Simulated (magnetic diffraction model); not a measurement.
# Solving a magnetic structure from powder neutron data: CeY4Mo2

Space group C2/c (no. 15), a = 16.2740 Å, b = 6.5460 Å, c = 7.2420 Å, β = 97.52°.

```csv
site,atom,x,y,z
4e,Ce,0,0.5633,1/4
8f,Mo,0.1064,0.2891,0.0716
8f,Y,0.2230,0.5606,0.3252
8f,Y,0.0937,0.1157,0.4193
```

This is a made-up structure (elements placed in a structure type, unrelaxed), so the numbers test the method and describe no known phase.

Only Ce is taken to order (form factors of Ce3+); orders and moment sizes are assumed, and not adapted to the symmetry. Radiation: neutrons of λ = 4.2 Å, 5° to 85°; isotropic B of 0.25 Å² (Ce), 0.3 Å² (Mo) and 0.32 Å² (Y). The intensities are simulated: I ∝ L Σ (|F_N|² + |F_M⊥|²) for unpolarised neutrons, with F_M = 2.695 fm/μB × Σ f(s) S exp(2πi Q·r) exp(−B s²) at Q = H ± k (one set where k and −k are equivalent), only the part normal to Q counting and L = 1/(sin²θ cos θ). For collinear order S is the moment m, which repeats by lattice and centring translations R with the sign exp(−2πi k·R). Form factors are spin-only for 3d ions and dipole or tabulated for f ions, scattering lengths are Sears's of 1992, and absorption is left out. A label names one of the reflections at its angle. The strongest nuclear line in the range is 100, and lines under 0.2 are left out.

Above the ordering temperature:

```tsv
2θ (°)	index	I
30.18	(2 0 0)	0.7
52.48	(1 1 -1)	1.0
55.30	(1 1 1)	100.0
60.71	(3 1 0)	2.1
62.75	(4 0 0)	13.0
67.80	(3 1 -1)	3.3
71.60	(0 0 2)	2.0
74.94	(2 0 -2)	2.0
75.03	(3 1 1)	5.8
79.82	(0 2 0)	5.5
83.35	(1 1 -2)	95.5
84.24	(2 0 2)	54.6
```

Below it (cell unchanged):

```csv
2θ (°),I
16.82,20.4
30.18,0.7
32.69,0.9
36.70,1.4
43.33,5.7
44.97,5.3
52.05,2.3
52.48,1.0
55.30,100.0
57.37,1.4
60.71,2.1
61.55,1.5
62.75,13.0
65.18,1.2
65.38,1.5
66.10,2.9
67.80,3.3
67.96,0.2
69.79,2.6
71.60,2.0
74.94,2.0
75.03,5.8
78.82,1.5
78.90,0.4
79.82,5.5
82.31,2.2
83.35,95.5
84.24,54.6
```

**Question.** Find the propagation vector, then choose among these models:
A. collinear moments along [100], 1.2 μB on Ce; signs + at (0, 0.5633, 1/4), − at (0, 0.4367, 3/4)
B. collinear moments along [100], 1.2 μB on Ce; signs + at (0, 0.5633, 1/4), + at (0, 0.4367, 3/4)
C. collinear moments along [110], 1.2 μB on Ce; signs + at (0, 0.5633, 1/4), + at (0, 0.4367, 3/4)
D. collinear moments along [110], 1.2 μB on Ce; signs + at (0, 0.5633, 1/4), − at (0, 0.4367, 3/4)

The new lines index as (0 0 1/2) at 16.82°, (2 0 -1/2) at 32.69°, (2 0 1/2) at 36.70° and (1 1 -1/2) at 43.33°, that is as H ± k with k = (0 0 1/2). Half indices mean that the moments reverse under translations with k·R a half-integer, and the magnetic cell has twice the primitive volume.

Magnetic intensity, observed (below minus above) and for each model:

| 2θ (°) | index | observed | A | B | C | D |
| --- | --- | --- | --- | --- | --- | --- |
| 32.69 | (2 0 -1/2) | 0.9 | 0.9 | 0.9 | 1.5 | 1.5 |
| 36.70 | (2 0 1/2) | 1.4 | 1.4 | 1.4 | 1.9 | 1.9 |
| 43.33 | (1 1 -1/2) | 5.7 | 5.7 | 5.7 | 6.1 | 4.1 |
| 44.97 | (1 1 1/2) | 5.3 | 5.3 | 5.3 | 4.0 | 5.7 |
| 61.55 | (3 1 -1/2) | 1.5 | 1.5 | 1.5 | 2.4 | 0.8 |
| 65.38 | (3 1 1/2) | 1.5 | 1.5 | 1.5 | 0.9 | 2.2 |
| 66.10 | (1 1 -3/2) | 2.9 | 2.9 | 2.9 | 2.5 | 3.0 |
| 78.82 | (3 1 -3/2) | 1.5 | 1.5 | 1.5 | 1.1 | 1.9 |

Models A and B match alike on every line, so these data can't choose among them (such ties are often domains of one structure).

The structure used: k = (0 0 1/2), collinear moments along [100], 1.2 μB on Ce; signs + at (0, 0.5633, 1/4), − at (0, 0.4367, 3/4).

[Logs are printed without paths, hosts, clocks, repeated set-up lines and the standing remarks that a program may print on its own settings, such as how far it seeks lower states.]
